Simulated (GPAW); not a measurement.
## CsPbBr3: optical spectrum from first principles

Wanted: where CsPbBr3 starts to absorb, how strongly, and its refractive index.

Main program and level: GPAW 26.7.0; DFT, PBE, plane-wave PAW (GPAW data sets), scalar-relativistic, RPA, optical limit.

## 1. Starting point

It takes space group Pm-3m (No. 221, cubic). Conventional cell: a = 5.870 Å, b = 5.870 Å, c = 5.870 Å, α = 90.00°, β = 90.00°, γ = 90.00°. Pb has 6 Br at 2.94 Å nearest. Cs has 12 Br at 4.15 Å nearest. Nearest to Br lie 2 Pb at 2.94 Å and 4 Cs at 4.15 Å. Farther neighbours and most contacts between anions are not listed.

## 2. Ground state

The self-consistent density comes first; it also tells whether there is a gap, which decides the occupations and the need for a Drude term.

This step: DFT, PBE, plane-wave PAW (GPAW data sets), scalar-relativistic, ground state (GPAW 26.7.0).

The input, gs.py:

```python
from ase import Atoms
from ase.dft.bandgap import bandgap
from gpaw import GPAW, PW, FermiDirac

atoms = Atoms(['Pb', 'Cs', 'Br', 'Br', 'Br'],
              cell=[[5.870000000000, 0.000000000000, 0.000000000000],
                    [0.000000000000, 5.870000000000, 0.000000000000],
                    [0.000000000000, 0.000000000000, 5.870000000000]],
              scaled_positions=[[0.500000000000, 0.500000000000, 0.500000000000],
                                [0.000000000000, 0.000000000000, 0.000000000000],
                                [0.500000000000, 0.500000000000, 0.000000000000],
                                [0.500000000000, 0.000000000000, 0.500000000000],
                                [0.000000000000, 0.500000000000, 0.500000000000]],
              pbc=[True, True, True])
atoms.calc = GPAW(mode=PW(500), xc='PBE', kpts={'size': (4, 4, 4), 'gamma': True},
                  occupations=FermiDirac(0.05), maxiter=150, txt='gs.txt')
print('energy (eV)', atoms.get_potential_energy())
print('Fermi level (eV)', atoms.calc.get_fermi_level())
print('valence electrons', atoms.calc.get_number_of_electrons())
print('gap (eV)', bandgap(atoms.calc, output=None)[0])
print('direct gap (eV)', bandgap(atoms.calc, direct=True, output=None)[0])
atoms.calc.write('gs.gpw')
```

Command:

```bash
> OMP_NUM_THREADS=1 python gs.py
```

Numbers of over 12 decimals in the logs are rounded to 6 here.

The program printed:

```text
__  _  _
 | _ |_)|_||  |
 |__||  | ||/\| - 26.7.0

Versions:
  Python: 3.12.14
  ASE:    3.29.0
  Numpy:  2.5.5
  Scipy:  1.18.1
  Libxc:  7.0.0

Input parameters:
  mode=PW(ecut=500.0),
  kpts=MonkhorstPack(size=(4, 4, 4), gamma=True),
  maxiter=150,
  occupations=Occupations(name='fermi-dirac', width=0.05, fixmagmom=False),
  xc=XC(name='PBE')

Diagonalizing LCAO Hamiltonian
Converting LCAO to pw mode
     .-------------.
    /|             |
   / |             |
  /  |             |
 *   |             |
 |   |             |
 | Br|    Pb       |
 |   .-------------.
 |  /   Br        /
 | /      Br     /
 |/             /
 Cs------------*

Atoms  # Å, Bohr magnetons
|   | symbol |        x |        y |        z |    initial magnetic moments |
| 0 |     Pb | 2.935000 | 2.935000 | 2.935000 | ( 0.0000,  0.0000,  0.0000) |
| 1 |     Cs | 0.000000 | 0.000000 | 0.000000 | ( 0.0000,  0.0000,  0.0000) |
| 2 |     Br | 2.935000 | 2.935000 | 0.000000 | ( 0.0000,  0.0000,  0.0000) |
| 3 |     Br | 2.935000 | 0.000000 | 2.935000 | ( 0.0000,  0.0000,  0.0000) |
| 4 |     Br | 0.000000 | 2.935000 | 2.935000 | ( 0.0000,  0.0000,  0.0000) |

Unit cell  # Å
| periodic |        x |        y |        z |  lengths |    angles |
|      yes | 5.870000 | 0.000000 | 0.000000 | 5.870000 | 90.000000 |
|      yes | 0.000000 | 5.870000 | 0.000000 | 5.870000 | 90.000000 |
|      yes | 0.000000 | 0.000000 | 5.870000 | 5.870000 | 90.000000 |

Number of symmetries: 48
Symmetry operations  # r_c * U_cc + t_c -> r_c
|    | kind |            matrix            |
|  0 |  E   |  1, 0, 0,  0, 1, 0,  0, 0, 1 |
|  1 |  σ   |  1, 0, 0,  0, 1, 0,  0, 0,-1 |
|  2 |  σ   |  1, 0, 0,  0, 0, 1,  0, 1, 0 |
|  3 |  C4  |  1, 0, 0,  0, 0, 1,  0,-1, 0 |
|  4 |  C4  |  1, 0, 0,  0, 0,-1,  0, 1, 0 |
|  5 |  σ   |  1, 0, 0,  0, 0,-1,  0,-1, 0 |
|  6 |  σ   |  1, 0, 0,  0,-1, 0,  0, 0, 1 |
|  7 |  C2  |  1, 0, 0,  0,-1, 0,  0, 0,-1 |
|  8 |  σ   |  0, 1, 0,  1, 0, 0,  0, 0, 1 |
|  9 |  C2  |  0, 1, 0,  1, 0, 0,  0, 0,-1 |
| 10 |  C3  |  0, 1, 0,  0, 0, 1,  1, 0, 0 |
| 11 |  S6  |  0, 1, 0,  0, 0, 1, -1, 0, 0 |
| 12 |  S6  |  0, 1, 0,  0, 0,-1,  1, 0, 0 |
| 13 |  C3  |  0, 1, 0,  0, 0,-1, -1, 0, 0 |
| 14 |  C4  |  0, 1, 0, -1, 0, 0,  0, 0, 1 |
| 15 |  S4  |  0, 1, 0, -1, 0, 0,  0, 0,-1 |
| 16 |  C3  |  0, 0, 1,  1, 0, 0,  0, 1, 0 |
| 17 |  S6  |  0, 0, 1,  1, 0, 0,  0,-1, 0 |
| 18 |  σ   |  0, 0, 1,  0, 1, 0,  1, 0, 0 |
| 19 |  C4  |  0, 0, 1,  0, 1, 0, -1, 0, 0 |
| 20 |  C2  |  0, 0, 1,  0,-1, 0,  1, 0, 0 |
| 21 |  S4  |  0, 0, 1,  0,-1, 0, -1, 0, 0 |
| 22 |  S6  |  0, 0, 1, -1, 0, 0,  0, 1, 0 |
| 23 |  C3  |  0, 0, 1, -1, 0, 0,  0,-1, 0 |
| 24 |  S6  |  0, 0,-1,  1, 0, 0,  0, 1, 0 |
| 25 |  C3  |  0, 0,-1,  1, 0, 0,  0,-1, 0 |
| 26 |  C4  |  0, 0,-1,  0, 1, 0,  1, 0, 0 |
| 27 |  σ   |  0, 0,-1,  0, 1, 0, -1, 0, 0 |
| 28 |  S4  |  0, 0,-1,  0,-1, 0,  1, 0, 0 |
| 29 |  C2  |  0, 0,-1,  0,-1, 0, -1, 0, 0 |
| 30 |  C3  |  0, 0,-1, -1, 0, 0,  0, 1, 0 |
| 31 |  S6  |  0, 0,-1, -1, 0, 0,  0,-1, 0 |
| 32 |  C4  |  0,-1, 0,  1, 0, 0,  0, 0, 1 |
| 33 |  S4  |  0,-1, 0,  1, 0, 0,  0, 0,-1 |
| 34 |  S6  |  0,-1, 0,  0, 0, 1,  1, 0, 0 |
| 35 |  C3  |  0,-1, 0,  0, 0, 1, -1, 0, 0 |
| 36 |  C3  |  0,-1, 0,  0, 0,-1,  1, 0, 0 |
| 37 |  S6  |  0,-1, 0,  0, 0,-1, -1, 0, 0 |
| 38 |  σ   |  0,-1, 0, -1, 0, 0,  0, 0, 1 |
| 39 |  C2  |  0,-1, 0, -1, 0, 0,  0, 0,-1 |
| 40 |  σ   | -1, 0, 0,  0, 1, 0,  0, 0, 1 |
| 41 |  C2  | -1, 0, 0,  0, 1, 0,  0, 0,-1 |
| 42 |  C2  | -1, 0, 0,  0, 0, 1,  0, 1, 0 |
| 43 |  S4  | -1, 0, 0,  0, 0, 1,  0,-1, 0 |
| 44 |  S4  | -1, 0, 0,  0, 0,-1,  0, 1, 0 |
| 45 |  C2  | -1, 0, 0,  0, 0,-1,  0,-1, 0 |
| 46 |  C2  | -1, 0, 0,  0,-1, 0,  0, 0, 1 |
| 47 |  i   | -1, 0, 0,  0,-1, 0,  0, 0,-1 |

BZ-sampling:
  Number of BZ points: 64
  Number of IBZ points: 10

  Monkhorst-Pack size: [4, 4, 4]
  Monkhorst-Pack shift: [0.125, 0.125, 0.125]

K-points  # in reciprocal-cell coordinates
|   |                                coordinates |     weight |
| 0 | (  0.00000000,   0.00000000,   0.00000000) | 0.01562500 |
| 1 | (  0.25000000,   0.00000000,   0.00000000) | 0.09375000 |
| 2 | (  0.25000000,   0.25000000,   0.00000000) | 0.18750000 |
| 3 | (  0.25000000,   0.25000000,   0.25000000) | 0.12500000 |
| 4 | (  0.50000000,   0.00000000,   0.00000000) | 0.04687500 |
| 5 | (  0.50000000,   0.25000000,   0.00000000) | 0.18750000 |
| 6 | (  0.50000000,   0.25000000,   0.25000000) | 0.18750000 |
| 7 | (  0.50000000,   0.50000000,   0.00000000) | 0.04687500 |
| 8 | (  0.50000000,   0.50000000,   0.25000000) | 0.09375000 |
| 9 | (  0.50000000,   0.50000000,   0.50000000) | 0.01562500 |

Plane wave coefficients: 5216
Cutoff: 500.0 eV

Spin-components: 1 (collinear spins)
Bands:           26
Projectors:      26
Spin-degeneracy: 2
Datatype:        complex128

Parallelization:
  kpt:    1
  domain: 1
  band:   1

Density:
  Valence electrons: 44.0
  Components: 1
  Grid points: [32 32 32]
  Charge: 0.0  # |e|

Potential:
  Grid points: [32 32 32]

species:
  Pb:
    name:    Lead
    id:
    Z:       82.0
    valence: 14
    core:    68
    charge:  0.0  # [|e|]
    compensation charges:
      type: gauss
      rc: 0.38  # [Å]
      lmax: 2
    cutoffs:
      filter: 2.36  # [Å]
      core: 2.43  # [Å]
    projectors
    | kind |    occ | energy [eV] | rcut [Å] |
    |   6s |  2.000 |     -11.969 |    1.259 |
    |   6p |  2.000 |      -3.506 |    1.275 |
    |   5d | 10.000 |     -21.211 |    1.217 |
    |    s |        |      15.243 |    1.259 |
    |    p |        |      23.705 |    1.275 |
    |    d |        |       6.001 |    1.217 |

    Using partial waves for Pb as LCAO basis

  Cs:
    name:    Caesium
    id:
    Z:       55.0
    valence: 9
    core:    46
    charge:  0.0  # [|e|]
    compensation charges:
      type: gauss
      rc: 0.33  # [Å]
      lmax: 2
    cutoffs:
      filter: 2.06  # [Å]
      core: 2.51  # [Å]
    projectors
    | kind |    occ | energy [eV] | rcut [Å] |
    |   5s |  2.000 |     -26.706 |    1.164 |
    |   6s |  1.000 |      -2.085 |    1.164 |
    |   5p |  6.000 |     -13.523 |    1.058 |
    |    p |        |      13.688 |    1.058 |
    |    d |        |       0.000 |    1.058 |

    Using partial waves for Cs as LCAO basis

  Br:
    name:    Bromine
    id:
    Z:       35.0
    valence: 7
    core:    28
    charge:  0.0  # [|e|]
    compensation charges:
      type: gauss
      rc: 0.35  # [Å]
      lmax: 2
    cutoffs:
      filter: 1.98  # [Å]
      core: 2.38  # [Å]
    projectors
    | kind |    occ | energy [eV] | rcut [Å] |
    |   4s |  2.000 |     -20.121 |    1.111 |
    |   4p |  5.000 |      -7.861 |    1.111 |
    |    s |        |       7.091 |    1.111 |
    |    p |        |      19.351 |    1.111 |
    |    d |        |       0.000 |    1.111 |

    Using partial waves for Br as LCAO basis

Reference energy: -991781.283038  # eV

eigensolver:
  PPCG
  Converge bands: occupied
  niter=2

density mixing:
  MSR1-Mixer
  Pratt-step length: 0.05
  Maximum mixing coefficient: 0.75
  Old densities: 10
  SVD Regularization: 0.005
  Good broyden scale: 1.0
  Trust region scale: 1.0
  Backstep threshold: 4.0
  History deletion threshold: 6.0
  Fourier metric: weight=20.0, sigma=0.015

occupation numbers:
  Fermi-Dirac:
    width: 0.0500  # eV

poisson solver:
  ecut: 4000.0  # eV

xc functional:
  name: PBE with 2 nearest neighbor stencil

convergence criteria:
- Maximum [total energy] change in last 3 cyles: 0.0005 eV / valence electron
- Maximum integral of absolute [dens]ity change: 0.0001 electrons / valence electron
- Maximum integral of absolute [eigenst]ate change: 4e-08 eV^2 / valence electron
maximum number of iterations: 150

SCF iterations
|iter     |      energy | eigst |  dens |
|iter:   1||  -16.492032 | -0.19 |       |
|iter:   2||  -16.389336 | -2.06 | -1.28 |
|iter:   3||  -15.936628 | -1.51 | -1.32 |
|iter:   4||  -15.937153 | -3.31 | -1.89 |
|iter:   5||  -15.938979c| -4.37 | -2.31 |
|iter:   6||  -15.939159c| -5.27 | -3.04 |
|iter:   7||  -15.939174c| -6.33 | -3.63 |
|iter:   8||  -15.939175c| -7.19 | -4.30c|
|iter:   9||  -15.939175c| -8.25c| -5.12c|

Converged in 9 steps
SCF loop duration: 15.201 s (1.689 s/step)
Energy contributions relative to reference atoms: (reference = -991781.283038)

Energy contributions:
  Kinetic:          35.604873
  Coulomb:         -35.173959
  Zero:             -0.147323
  External:          0.000000
  Xc:              -16.222767
  Entropy:          -0.000000
  Spinorbit:         0.000000
  ----------------------------
  Free energy:     -15.939175
  Extrapolated:    -15.939175

dipole moment: (-56.347309, -56.347309, -56.347309)  # |e|*Ang

Fermi level: 3.401
Eigenvalues  # (at kpt = [0.000, 0.000, 0.000])
| band index |      eig [eV] | occ [0-2] |
|          0 |       -18.818 |     2.000 |
|        ... |               |           |
|         14 |        -1.711 |     2.000 |
|         15 |        -1.711 |     2.000 |
|         16 |         0.473 |     2.000 |
|         17 |         0.473 |     2.000 |
|         18 |         0.473 |     2.000 |
|         19 |         0.590 |     2.000 |
|         20 |         0.590 |     2.000 |
|         21 |         0.590 |     2.000 |
|         22 |         5.655 |     0.000 |
|         23 |         8.643 |     0.000 |
|         24 |         8.643 |     0.000 |
|         25 |         8.643 |     0.000 |

Gap: 1.466 eV
Transition (v -> c):
  (s=0, k=9, n=21, [0.50, 0.50, 0.50]) -> (s=0, k=9, n=22, [0.50, 0.50, 0.50])
No difference between direct/indirect transitions

--- standard output ---
energy (eV) -15.939175
Fermi level (eV) 3.400608
valence electrons 44.0
gap (eV) 1.466113
direct gap (eV) 1.466113
```

Run time: 17 s. Hardware: 1 thread of Arm Neoverse V2, shared host; peak memory 0.21 GiB.

Numbers from this step:

| Property | Result |
| --- | --- |
| energy | -15.94 eV |
| Fermi energy | 3.401 eV |
| gap on the k-mesh | 1.466 eV |
| direct gap on the mesh | 1.466 eV |
| electrons | 44 |

There is a gap, 1.47 eV on this mesh (points off the mesh can give less), so no carriers' term is needed.

## 3. Bands for the response

The response needs many more empty bands than the density does.

This step: DFT, PBE, plane-wave PAW (GPAW data sets), scalar-relativistic, bands at fixed density (GPAW 26.7.0).

The input, nscf.py:

```python
from ase.dft.bandgap import bandgap
from gpaw import GPAW, FermiDirac

calc = GPAW('gs.gpw').fixed_density(kpts={'size': (6, 6, 6), 'gamma': True}, nbands=92, convergence={'bands': 86},
                                    occupations=FermiDirac(0.001), txt='nscf.txt')
print('gap (eV)', bandgap(calc, output=None)[0])
print('direct gap (eV)', bandgap(calc, direct=True, output=None)[0])
print('top band over the Fermi level (eV)', min(calc.get_eigenvalues(kpt=k)[85] for k in range(len(calc.get_ibz_k_points()))) - calc.get_fermi_level())
calc.write('full.gpw', mode='all')
```

Command:

```bash
> OMP_NUM_THREADS=1 python nscf.py
```

The program printed:

```text
Diagonalizing LCAO Hamiltonian
Converting LCAO to pw mode
convergence criteria:
- Maximum integral of absolute [eigenst]ate change: 4e-08 eV^2 / valence electron
maximum number of iterations: 150

SCF iterations
|iter     |      energy | eigst |  dens |
|iter:   1||             | +3.65 |       |
|iter:   2||             | +2.42 |       |
|iter:   3||             | +1.52 |       |
|iter:   4||             | +0.60 |       |
|iter:   5||             | -0.10 |       |
|iter:   6||             | -0.74 |       |
|iter:   7||             | -1.28 |       |
|iter:   8||             | -1.87 |       |
|iter:   9||             | -2.45 |       |
|iter:  10||             | -2.98 |       |
[... 26 further cycles ...]
|iter:  37||             | -6.90 |       |
|iter:  38||             | -7.08 |       |
|iter:  39||             | -6.94 |       |
|iter:  40||             | -7.12 |       |
|iter:  41||             | -7.23 |       |
|iter:  42||             | -7.20 |       |
|iter:  43||             | -7.29 |       |
|iter:  44||             | -7.26 |       |
|iter:  45||             | -7.36 |       |
|iter:  46||             | -7.42c|       |
SCF steps: 46
  __  _  _
 | _ |_)|_||  |
 |__||  | ||/\| - 26.7.0

Versions:
  Python: 3.12.14
  ASE:    3.29.0
  Numpy:  2.5.5
  Scipy:  1.18.1
  Libxc:  7.0.0

Input parameters:
  mode=PW(ecut=500.0),
  convergence={'bands': 86},
  gpts=array([32, 32, 32]),
  kpts=MonkhorstPack(size=(6, 6, 6), gamma=True),
  maxiter=150,
  nbands=92,
  occupations=Occupations(name='fermi-dirac', width=0.001, fixmagmom=False),
  parallel={},
  xc=XC(name='PBE')

--- standard output ---
gap (eV) 1.466113
direct gap (eV) 1.466113
top band over the Fermi level (eV) 22.713342
```

Wall time 6.5 min (1 thread); peak memory 0.39 GiB.

(Part 1 of 2 ends here.)

[Machine, clock and banner lines and Python warnings are left out of the logs.]

[Logs are printed without paths, hosts, clocks, repeated set-up lines and the standing remarks that a program may print on its own settings, such as how far it seeks lower states.]

[Hosts, paths, dates, database ids (printed as entryN), source tags and the programs' standing remarks are cut or masked in the printed files.]
